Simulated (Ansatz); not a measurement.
## How fast states decay through Hf2PBr2N

Aim: relax a made-up compound, Hf2PBr2N, and see how good a tunnel barrier it would be. It is built by putting P for part of the N in the HfBrN structure of space group R-3m, with the volume rescaled by atomic radii. The parent structure comes from the Materials Project.

Calculated with Ansatz 0.2.0; r2SCAN DFT, plane waves, PAW files, in the first sound run; inputs show where later runs differ.

The structure was built from a prototype and need not be the compound's stable phase.

## 1. The starting structure

It takes space group R3m (No. 160, trigonal). The conventional cell has a = 3.690 Å, b = 3.690 Å, c = 30.911 Å, α = 90.00°, β = 90.00°, γ = 120.00°. Nearest to Hf lie 3 P at 2.17 Å and 1 N at 2.19 Å and 3 Br at 2.94 Å. Hf has 3 N at 2.17 Å and 1 P at 2.19 Å and 3 Br at 2.94 Å nearest. Br has 3 Hf at 2.94 Å nearest. Nearest to Br lie 3 Hf at 2.94 Å. Nearest to N lie 4 Hf at 2.17 to 2.19 Å. P has 4 Hf at 2.17 to 2.19 Å nearest. It derives from HfBrN. P for part of the N in the HfBrN structure of space group R-3m. Farther neighbours and most contacts between anions are not listed.

## 2. Cell and atoms at rest

The substituted atoms don't fit the parent's cell, so cell and atoms relax together. A small smearing keeps the run stable in case the gap closes on the way.

Contents of input.yaml:

```yaml
crystal:
  lattice:
    - [1.8448551078, 1.0651275931, 10.3037517735]
    - [-1.8448551078, 1.0651275931, 10.3037517735]
    - [0.0, -2.1302551863, 10.3037517735]
  atoms:
    - { symbol: Hf, position: [0.20923088, 0.20923088, 0.20923088] }
    - { symbol: Hf, position: [0.79076912, 0.79076912, 0.79076912] }
    - { symbol: Br, position: [0.39200148, 0.39200148, 0.39200148] }
    - { symbol: Br, position: [0.60799852, 0.60799852, 0.60799852] }
    - { symbol: "N", position: [0.13823176, 0.13823176, 0.13823176] }
    - { symbol: P, position: [0.86176824, 0.86176824, 0.86176824] }
kpoints:
  mp_grid: { grid: [6, 6, 6] }
scf:
  occupations: { method: gaussian, width: 0.03 }
hamiltonian:
  xc: r2scan
output:
  forces: true
  stress: true
relax:
  f_tol: 0.02
  max_steps: 60
  cell: {}
```

Started as:

```
ansatz run input.yaml --threads 2 --pin off --max-ram 4096MiB --backend cpu --events-out ev --progress --plain --runs-dir out
```

Numbers of over 12 decimals in the logs are rounded to 6 here.

Output:

```text
basis.fft_grid_basis auto: the FFT boxes are laid along the combinations [[1, 0, -1], [0, 1, -1], [0, 0, 1]] of the cell's own vectors, 3.690, 3.690 and 10.522 Å long. The dense box has 27×27×80 points. Along the cell's own vectors, as sized, it would have 80×80×80, 8.78 times as many. Of the 6 symmetry operations that the crystal satisfies within crystal.symmetry.tolerance (time reversal apart; of a slab, those that [...]
Engine: ansatz 0.2.0, x86_64-unknown-linux-gnu
Pseudopotentials: kind: paw
Pseudopotential: Hf, paw, valence charge 26, recommended cutoff 500 eV (meta_gga), Hf.paw.azcp
Pseudopotential: Br, paw, valence charge 7, recommended cutoff 500 eV (meta_gga), Br.paw.azcp
Pseudopotential: N, paw, valence charge 5, recommended cutoff 500 eV (meta_gga), N.paw.azcp
Pseudopotential: P, paw, valence charge 5, recommended cutoff 500 eV (meta_gga), P.paw.azcp
Functional definition: r2SCAN
  parameter k0 = 0.174
  parameter k1 = 0.065
  parameter a1 = 4.9479
  exchange = r2scan_x(k0 = k0, k1 = k1, a1 = a1)
  correlation = r2scan_c
Crystal: 6 atoms, lattice volume = 121.482 Å³
Basis set: ecut = 500 eV, 3109 PW (Γ), FFT grids on a1−a3, a2−a3, a3, exchange–correlation on 108×108×320 points (64 copies of the dense FFT grid, shifted against one another)
Bands: 46, of which v1, the nominal top of the filled ones, is band 38 counted from 1 (37 counted from 0)
Symmetry: 6 space group operations
Space group: R3m (ITA 160), of the structure as read, at distance tolerance 5.0e-5 Å
k-points: 32 of 216 (time reversal used)
Non-local potential: Hf, projectors of the file, l = 0: 3, l = 1: 2, l = 2: 2, l = 3: 3
Non-local potential: Br, projectors of the file, l = 0: 2, l = 1: 2, l = 2: 2
Non-local potential: N, projectors of the file, l = 0: 2, l = 1: 2, l = 2: 1
Non-local potential: P, projectors of the file, l = 0: 2, l = 1: 2, l = 2: 2
PAW form: soft (Blöchl's): semilocal exchange-correlation on the pseudo side does not see the compensation charge
PAW frozen core: Hf, regenerated for the run's functional (the file was generated under x = pbe(κ = 0.804, μ = 0.219515), c = pbe(β = 0.066725))
PAW frozen core: Br, regenerated for the run's functional (the file was generated under x = pbe(κ = 0.804, μ = 0.219515), c = pbe(β = 0.066725))
PAW frozen core: N, regenerated for the run's functional (the file was generated under x = pbe(κ = 0.804, μ = 0.219515), c = pbe(β = 0.066725))
PAW frozen core: P, regenerated for the run's functional (the file was generated under x = pbe(κ = 0.804, μ = 0.219515), c = pbe(β = 0.066725))
PAW one-centre angular grid: Hf, 974 points (default); XC on 160 Gauss nodes
PAW one-centre angular grid: Br, 302 points (default); XC on 160 Gauss nodes
PAW one-centre angular grid: N, 302 points (default); XC on 160 Gauss nodes
PAW one-centre angular grid: P, 302 points (default); XC on 160 Gauss nodes
Initial density: superposition of atomic densities (neutral atoms: chi_scale 0, normalization atom), corrected by the library's trained network
Initial wavefunctions: pseudopotential atomic-orbital guess
Functional: x = r2scan, c = r2scan; τ floored in thin density (d = 2e-4 eV/Å³)
SCF iter   1: F=—  HF=-38200.304889 eV  |F-HF|=—  |Δ(HF+E_count)|=         —  Δρ=7.66e-3  dr2=1.78e-1  dr2_τ=2.30e-1  ethr=1.77e-3  ⟨swp⟩=6.7  Hψ=6165  notcnv=0  defer=7
preconditioner: auto → Resta (q_TF=auto, 2.523 Å⁻¹)  ε∞=5.1  [insulator: Δε(μ)=0.732 eV  Ē_g=12.950 eV  σ=0.030 eV  W_gap=1.00  n_scr=38 (ndim 8)  ℏωp=26.1 eV  f_vac=0.132  D(μ)=0.00/eV (n_scr^D=0)  ε∞_Penn≈5.1]
SCF iter   2: F=—  HF=-38200.453067 eV  |F-HF|=—  |Δ(HF+E_count)|=   1.48e-1  Δρ=4.39e-3  dr2=4.25e-2  dr2_τ=2.70e-3  ethr=2.34e-4  ⟨swp⟩=3.0  Hψ=2935  notcnv=0  defer=81
SCF iter   3: F=—  HF=-38200.450482 eV  |F-HF|=—  |Δ(HF+E_count)|=   2.59e-3  Δρ=2.61e-3  dr2=9.74e-3  dr2_τ=7.75e-4  ethr=5.60e-5  ⟨swp⟩=2.2  Hψ=2344  notcnv=0  defer=49
automatic band count: iteration 3 solves 45 bands in place of 46: the levels show a gap, and the empty bands left out lie too high to hold charge; the band table lists the bands solved (type scf.n_extra_bands for more)
SCF iter   4: F=—  HF=-38200.450695 eV  |F-HF|=—  |Δ(HF+E_count)|=   2.14e-4  Δρ=8.82e-4  dr2=1.15e-3  dr2_τ=7.40e-5  ethr=1.28e-5  ⟨swp⟩=2.0  Hψ=2192  notcnv=0  defer=49
SCF iter   5: F=—  HF=-38200.450867 eV  |F-HF|=—  |Δ(HF+E_count)|=   1.72e-4  Δρ=3.29e-4  dr2=2.05e-4  dr2_τ=2.16e-5  ethr=1.51e-6  ⟨swp⟩=2.0  Hψ=2607  notcnv=0  defer=49
SCF iter   6: F=—  HF=-38200.450787 eV  |F-HF|=—  |Δ(HF+E_count)|=   8.02e-5  Δρ=1.61e-4  dr2=3.86e-5  dr2_τ=3.03e-6  ethr=2.70e-7  ⟨swp⟩=2.0  Hψ=2607  notcnv=0  defer=49
SCF iter   7: F=—  HF=-38200.450803 eV  |F-HF|=—  |Δ(HF+E_count)|=   1.68e-5  Δρ=6.95e-5  dr2=6.57e-6  dr2_τ=9.95e-7  ethr=5.08e-8  ⟨swp⟩=2.0  Hψ=2318  notcnv=0  defer=49
SCF iter   8: F=—  HF=-38200.450804 eV  |F-HF|=—  |Δ(HF+E_count)|=   9.79e-7  Δρ=2.99e-5  dr2=1.50e-6  dr2_τ=1.74e-7  ethr=8.64e-9  ⟨swp⟩=2.1  Hψ=2577  notcnv=0  defer=49
SCF iter   9: F=—  HF=-38200.450804 eV  |F-HF|=—  |Δ(HF+E_count)|=   7.42e-8  Δρ=9.62e-6  dr2=1.74e-7  dr2_τ=8.37e-9  ethr=1.97e-9  ⟨swp⟩=2.0  Hψ=2289  notcnv=0  defer=49
SCF iter  10: F=-38200.450805 eV  HF=-38200.450805 eV  |F-HF|=2.45e-9  |Δ(HF+E_count)|=   1.19e-7  Δρ=3.49e-6  dr2=2.90e-8  dr2_τ=1.73e-9  ethr=1.32e-10  ⟨swp⟩=5.0  Hψ=6029  notcnv=0
SCF 1 converged in 10 iterations: F = -38200.450805 eV  dr2 = 2.90e-8
  greatest PAW one-centre occupation: 0.998 electrons in one spin orbital (limit 2), on the Hf atom at site 1 (counted from 0), in its partial waves of l = 3
relax step   1: F+E_penalty+E_count = -38200.45080456 eV  Δ(F+E_penalty+E_count) = +0.000e0 eV  max|allowed force component| = 6.007e0 eV/Å  Δτ_max = 0.0000 Å  P = +22.887 GPa  Ω = 121.482 Å³  (10 SCF iters, dr2 threshold 1.00e-7 eV, accepted)
Crystal: 6 atoms, lattice volume = 134.842 Å³
Basis set: ecut = 500 eV, 3391 PW (Γ), FFT grids on a1−a3, a2−a3, a3, exchange–correlation on 108×108×320 points (64 copies of the dense FFT grid, shifted against one another)
Initial density: handed on by an earlier stage of this run
Initial wavefunctions: those handed on with the density
SCF iter   1: F=—  HF=-38201.785806 eV  |F-HF|=—  |Δ(HF+E_count)|=         —  Δρ=2.71e-2  dr2=3.25e0  dr2_τ=4.48e0  ethr=3.10e-3  ⟨swp⟩=11.9  Hψ=6768  notcnv=0
automatic band count: iteration 1 solves 43 bands in place of 46: the levels show a gap, and the empty bands left out lie too high to hold charge; the band table lists the bands solved (type scf.n_extra_bands for more)
[...]
relax step   8: F+E_penalty+E_count = -38203.23634099 eV  Δ(F+E_penalty+E_count) = -2.741e-1 eV  max|allowed force component| = 2.167e0 eV/Å  Δτ_max = 0.1934 Å  P = +2.559 GPa  Ω = 119.363 Å³  energy of the carried Pulay correction = +3.561e-4 eV  (9 SCF iters, dr2 threshold 6.00e-7 eV, accepted)
relax step   9: F+E_penalty+E_count = -38203.29507782 eV  Δ(F+E_penalty+E_count) = -5.874e-2 eV  max|allowed force component| = 2.666e0 eV/Å  Δτ_max = 0.1083 Å  P = +0.575 GPa  Ω = 122.466 Å³  energy of the carried Pulay correction = -1.634e-4 eV  (9 SCF iters, dr2 threshold 6.00e-7 eV, accepted)
relax step  10: F+E_penalty+E_count = -38203.52325498 eV  Δ(F+E_penalty+E_count) = -2.282e-1 eV  max|allowed force component| = 8.958e-1 eV/Å  Δτ_max = 0.1909 Å  P = +1.538 GPa  Ω = 128.765 Å³  energy of the carried Pulay correction = -1.178e-3 eV  (9 SCF iters, dr2 threshold 6.00e-7 eV, accepted)
relax step  11: F+E_penalty+E_count = -38203.71672138 eV  Δ(F+E_penalty+E_count) = -1.935e-1 eV  max|allowed force component| = 4.443e-1 eV/Å  Δτ_max = 0.1688 Å  P = +1.915 GPa  Ω = 125.833 Å³  energy of the carried Pulay correction = -7.122e-4 eV  (10 SCF iters, dr2 threshold 6.00e-7 eV, accepted)
relax step  12: F+E_penalty+E_count = -38203.75752407 eV  Δ(F+E_penalty+E_count) = -4.080e-2 eV  max|allowed force component| = 2.364e-1 eV/Å  Δτ_max = 0.0795 Å  P = -0.374 GPa  Ω = 132.353 Å³  energy of the carried Pulay correction = -1.734e-3 eV  (9 SCF iters, dr2 threshold 6.00e-7 eV, accepted)
relax step  13: F+E_penalty+E_count = -38203.76171330 eV  Δ(F+E_penalty+E_count) = -4.189e-3 eV  max|allowed force component| = 8.635e-2 eV/Å  Δτ_max = 0.0134 Å  P = +0.073 GPa  Ω = 131.552 Å³  energy of the carried Pulay correction = -1.611e-3 eV  (7 SCF iters, dr2 threshold 6.00e-7 eV, accepted)
relax step  14: F+E_penalty+E_count = -38203.76206343 eV  Δ(F+E_penalty+E_count) = -3.501e-4 eV  max|allowed force component| = 6.223e-3 eV/Å  Δτ_max = 0.0043 Å  P = +0.009 GPa  Ω = 131.742 Å³  energy of the carried Pulay correction = -1.640e-3 eV  (6 SCF iters, dr2 threshold 4.66e-7 eV, accepted)
relax step  15: F+E_penalty+E_count = -38203.76697293 eV  Δ(F+E_penalty+E_count) = -4.910e-3 eV  max|allowed force component| = 5.958e-3 eV/Å  Δτ_max = 0.0000 Å  P = +0.048 GPa  Ω = 131.742 Å³  stress off target by 9.59e-2 GPa  SCF on the basis re-selected at this cell (its energy is not comparable with the rows above)  (8 SCF iters)
relax step  16: F+E_penalty+E_count = -38203.76704634 eV  Δ(F+E_penalty+E_count) = -7.341e-5 eV  max|allowed force component| = 8.109e-3 eV/Å  Δτ_max = 0.0036 Å  P = +0.035 GPa  Ω = 131.911 Å³  energy of the carried Pulay correction = -2.348e-5 eV  (7 SCF iters, dr2 threshold 2.30e-8 eV, accepted)
relax step  17: F+E_penalty+E_count = -38203.76708409 eV  Δ(F+E_penalty+E_count) = -3.774e-5 eV  max|allowed force component| = 3.994e-3 eV/Å  Δτ_max = 0.0024 Å  P = +0.022 GPa  Ω = 132.016 Å³  energy of the carried Pulay correction = -3.818e-5 eV  (6 SCF iters, dr2 threshold 1.50e-8 eV, accepted)
relax step  18: F+E_penalty+E_count = -38203.76710635 eV  Δ(F+E_penalty+E_count) = -2.227e-5 eV  max|allowed force component| = 2.048e-3 eV/Å  Δτ_max = 0.0049 Å  P = -0.003 GPa  Ω = 132.295 Å³  energy of the carried Pulay correction = -7.717e-5 eV  (8 SCF iters, dr2 threshold 7.56e-9 eV, accepted)
iter 1 solved again at ethr=2.10e-7 eV; its pass at ethr=3.10e-3 eV (dr2=1.59e-4 eV) is discarded
SCF iter   1: F=—  HF=-38203.767182 eV  |F-HF|=—  |Δ(HF+E_count)|=         —  Δρ=7.59e-6  dr2=7.94e-9  dr2_τ=1.38e-8  ethr=2.10e-7  ⟨swp⟩=4.5  Hψ=11444  notcnv=0
eigensolver tolerance schedule: the retry pair's looser diagonalisation over-reported the residual by 20074.37 of it (diagonalisation noise at an unbounded share of the residual, at the tolerance the schedule requests for it); recorded, not acted on — ethr = c·dr2/N_el stays at c = 1.0e-1
preconditioner: auto → Resta (q_TF=auto, 2.488 Å⁻¹)  ε∞=5.0  [insulator: Δε(μ)=1.404 eV  Ē_g=12.518 eV  σ=0.030 eV  W_gap=1.00  n_scr=44 (ndim 8)  ℏωp=25.0 eV  f_vac=0.086  D(μ)=0.00/eV (n_scr^D=0)  ε∞_Penn≈5.0]
SCF iter   2: F=—  HF=-38203.767186 eV  |F-HF|=—  |Δ(HF+E_count)|=   3.99e-6  Δρ=3.85e-6  dr2=1.94e-9  dr2_τ=5.96e-9  ethr=1.04e-11  ⟨swp⟩=4.4  Hψ=4869  notcnv=0
SCF iter   3: F=—  HF=-38203.767186 eV  |F-HF|=—  |Δ(HF+E_count)|=   7.08e-8  Δρ=1.70e-6  dr2=5.04e-10  dr2_τ=1.13e-9  ethr=2.55e-12  ⟨swp⟩=2.0  Hψ=2440  notcnv=0
SCF iter   4: F=—  HF=-38203.767186 eV  |F-HF|=—  |Δ(HF+E_count)|=   1.57e-8  Δρ=3.05e-7  dr2=1.46e-10  dr2_τ=2.97e-11  ethr=1.00e-12  ⟨swp⟩=2.0  Hψ=2432  notcnv=0
SCF iter   5: F=-38203.767186 eV  HF=-38203.767186 eV  |F-HF|=7.28e-11  |Δ(HF+E_count)|=  2.91e-11  Δρ=1.30e-7  dr2=2.19e-11  dr2_τ=4.53e-12  ethr=1.00e-12  ⟨swp⟩=5.0  Hψ=6143  notcnv=0
SCF 19 converged in 5 iterations: F = -38203.767186 eV  dr2 = 2.19e-11
relax step  19: F+E_penalty+E_count = -38203.76718583 eV  Δ(F+E_penalty+E_count) = -7.948e-5 eV  max|allowed force component| = 2.055e-3 eV/Å  Δτ_max = 0.0000 Å  P = -0.003 GPa  Ω = 132.295 Å³  stress off target by 5.48e-3 GPa  SCF on the basis re-selected at this cell (its energy is not comparable with the rows above)  (5 SCF iters)
basis re-selected at this cell: Δ(F+E_penalty+E_count) = -7.948e-5 eV, ΔP = -0.000 GPa vs the last step (what re-selecting the basis moved, of the pressure what is left beyond the Pulay correction that the steps carried, after the strain that the cell walked since its last selection, with what the two solves' SCF thresholds leave and, on support functions, any second-order correction that the steps lacked; it is no m [...]
SCF converged after 5 iterations
Free energy (F): -38203.767186 eV
Harris-Foulkes:  -38203.767186 eV  (|F-HF|=7.28e-11)
Internal energy: -38203.767186 eV  (E = F + TS)
E sigma→0 (E₀):  -38203.767186 eV
Fermi energy:    9.588154 eV
--- Per-component energies (eV) ---
  E_band       = -438.522668
  E_kinetic    = 1312.575915
  E_local      = -18214.122879  (includes V_loc(G=0)·N_el)
  E_nonlocal   = -2277.210133
  E_hartree    = 8429.231157
  E_xc         = -1186.166336
  E_vxc        = -964.205912  (∫ρ·V_xc dr)
  E_paw        = -19147.441667  (= ΣΔE_a)
  E_vpaw       = 2798.302545  (= ΣTr[D̂ρ^β])
  E_aug_tail   = 0.000017  (compensation charges beyond the density's cutoff)
  E_vtau       = 47.675387  (kinetic-family band-sum trace: ∫τ·v_τ [+ j·A + Jᵃ·Aᵃ] dr)
  E_ewald      = -7120.839507
  E_core_change = 0.206249  (= ΣΔE_core)
  E_smearing   = -0.000000  (= −TS)
  E_closure    = 0.000000  (closes the sum)
  Σ components = -38203.767186   (vs F -38203.767186, Δ=0.00e0)
--- Forces (eV/Å), atoms counted from 1 ---
  atom   1  Hf     0.00000000     0.00000000    -0.00122774
  atom   2  Hf     0.00000000    -0.00000000     0.00023401
  atom   3  Br     0.00000000    -0.00000000     0.00091776
  atom   4  Br     0.00000000     0.00000000    -0.00103248
  atom   5  N      0.00000000     0.00000000    -0.00095703
  atom   6  P      0.00000000    -0.00000000     0.00205346
  max |Σ_I F_I| component: 1.20e-5 eV/Å
--- Stress (GPa, compression-positive) ---
       -0.002147       0.000000       0.000000
        0.000000      -0.002147       0.000000
        0.000000       0.000000      -0.005477
  P = ⅓ Tr σ = -0.0033 GPa (-0.033 kbar)
--- Relaxed structure (17 steps of the walk, 17 accepted, 2 SCFs on fresh bases) ---
  F+E_penalty+E_count = -38203.76718583 eV   max|allowed force component| = 2.055e-3 eV/Å   (the final SCF, on the basis selected at the relaxed cell)
  cell:  # Å, volume = 132.2946 Å³
    - [1.782467, 1.029108, 12.020116]
    - [-1.782467, 1.029108, 12.020116]
    - [0, -2.058215, 12.020116]
  atoms:
    - { symbol: Hf, position: [0.236068, 0.236068, 0.236068] }
    - { symbol: Hf, position: [0.773247, 0.773247, 0.773247] }
    - { symbol: Br, position: [0.383837, 0.383837, 0.383837] }
    - { symbol: Br, position: [0.622526, 0.622526, 0.622526] }
    - { symbol: N, position: [0.119345, 0.119345, 0.119345] }
    - { symbol: P, position: [0.864977, 0.864977, 0.864977] }
```

Run time: 4.4 min. Hardware: 2 threads of Intel Xeon Platinum 8375C at 2.90GHz (Ice Lake), shared host; peak memory 0.79 GiB; 8.7 min of CPU time.

Relaxation path:

| step | energy less that of the first step (eV) | largest force component (eV/Å) | pressure (GPa) | volume (Å³) |
| --- | --- | --- | --- | --- |
| 1 | 0.0000 | 6.0068 | 22.89 | 121.48 |
| 2 | -1.9152 | 0.9869 | 5.01 | 134.84 |
| 3 | -2.0541 | 0.5350 | 0.54 | 140.45 |
| 4 | -2.0816 | 0.3932 | -0.29 | 139.93 |
| 5 | -2.1273 | 0.6269 | -0.98 | 137.02 |
| 6 | -2.2792 | 1.2951 | -1.57 | 131.11 |
| 7 | -2.5115 | 1.8060 | -0.61 | 124.74 |
| 8 | -2.7855 | 2.1670 | 2.56 | 119.36 |
| 9 | -2.8443 | 2.6660 | 0.57 | 122.47 |
| 10 | -3.0724 | 0.8958 | 1.54 | 128.76 |
| 11 | -3.2659 | 0.4443 | 1.92 | 125.83 |
| 12 | -3.3067 | 0.2364 | -0.37 | 132.35 |
| 13 | -3.3109 | 0.0863 | 0.07 | 131.55 |
| 14 | -3.3113 | 0.0062 | 0.01 | 131.74 |
| 15* | -3.3162 | 0.0060 | 0.05 | 131.74 |
| 16 | -3.3162 | 0.0081 | 0.04 | 131.91 |
| 17 | -3.3163 | 0.0040 | 0.02 | 132.02 |
| 18 | -3.3163 | 0.0020 | 0.00 | 132.29 |
| 19* | -3.3164 | 0.0021 | 0.00 | 132.29 |

Relaxation steps marked * repeat the geometry before them on a plane-wave basis chosen anew for their cell, so energy and pressure can jump there.

The run keeps the 6 symmetry operations that it works with, so distortions that break them were not tested.

```
     cell as run  before   after   change
           a (Å)  10.522  12.195  +15.9 %
           b (Å)  10.522  12.195  +15.9 %
           c (Å)  10.522  12.195  +15.9 %
           α (°)   20.20   16.81  -16.8 %
           β (°)   20.20   16.81  -16.8 %
           γ (°)   20.20   16.81  -16.8 %
volume (Å³/atom)   20.25   22.05   +8.9 %
```

The atoms that moved most (Å, as changes of fractional coordinates times the final cell):

```csv
atom,dx,dy,dz,length
Hf1,0.000,0.000,0.968,0.968
N5,0.000,0.000,-0.681,0.681
Hf2,0.000,0.000,-0.632,0.632
Br4,0.000,0.000,0.524,0.524
Br3,0.000,0.000,-0.294,0.294
P6,0.000,0.000,0.116,0.116
```

Final coordinates:

```xyz
6
Lattice="1.7825 1.0291 12.0201 -1.7825 1.0291 12.0201 0.0000 -2.0582 12.0201" Properties=species:S:1:pos:R:3 pbc="T T T"
Hf    0.0000    0.0000    8.5127
Hf    0.0000    0.0000   27.8835
Br    0.0000    0.0000   13.8413
Br    0.0000    0.0000   22.4485
N     0.0000    0.0000    4.3036
P     0.0000    0.0000   31.1914
```

This step gave:

```
free energy  : -38203.7672 eV
Fermi energy : 9.588 eV
pressure     : -0.003257 GPa
```

The largest force component on a free atom ends at 0.0021 eV/Å.

(Continued in part 2 of 3.)

[Logs are printed without paths, hosts, clocks, repeated set-up lines and the standing remarks that a program may print on its own settings, such as how far it seeks lower states.]

[Hosts, paths, dates, database ids (printed as entryN), source tags and the programs' standing remarks are cut or masked in the printed files.]
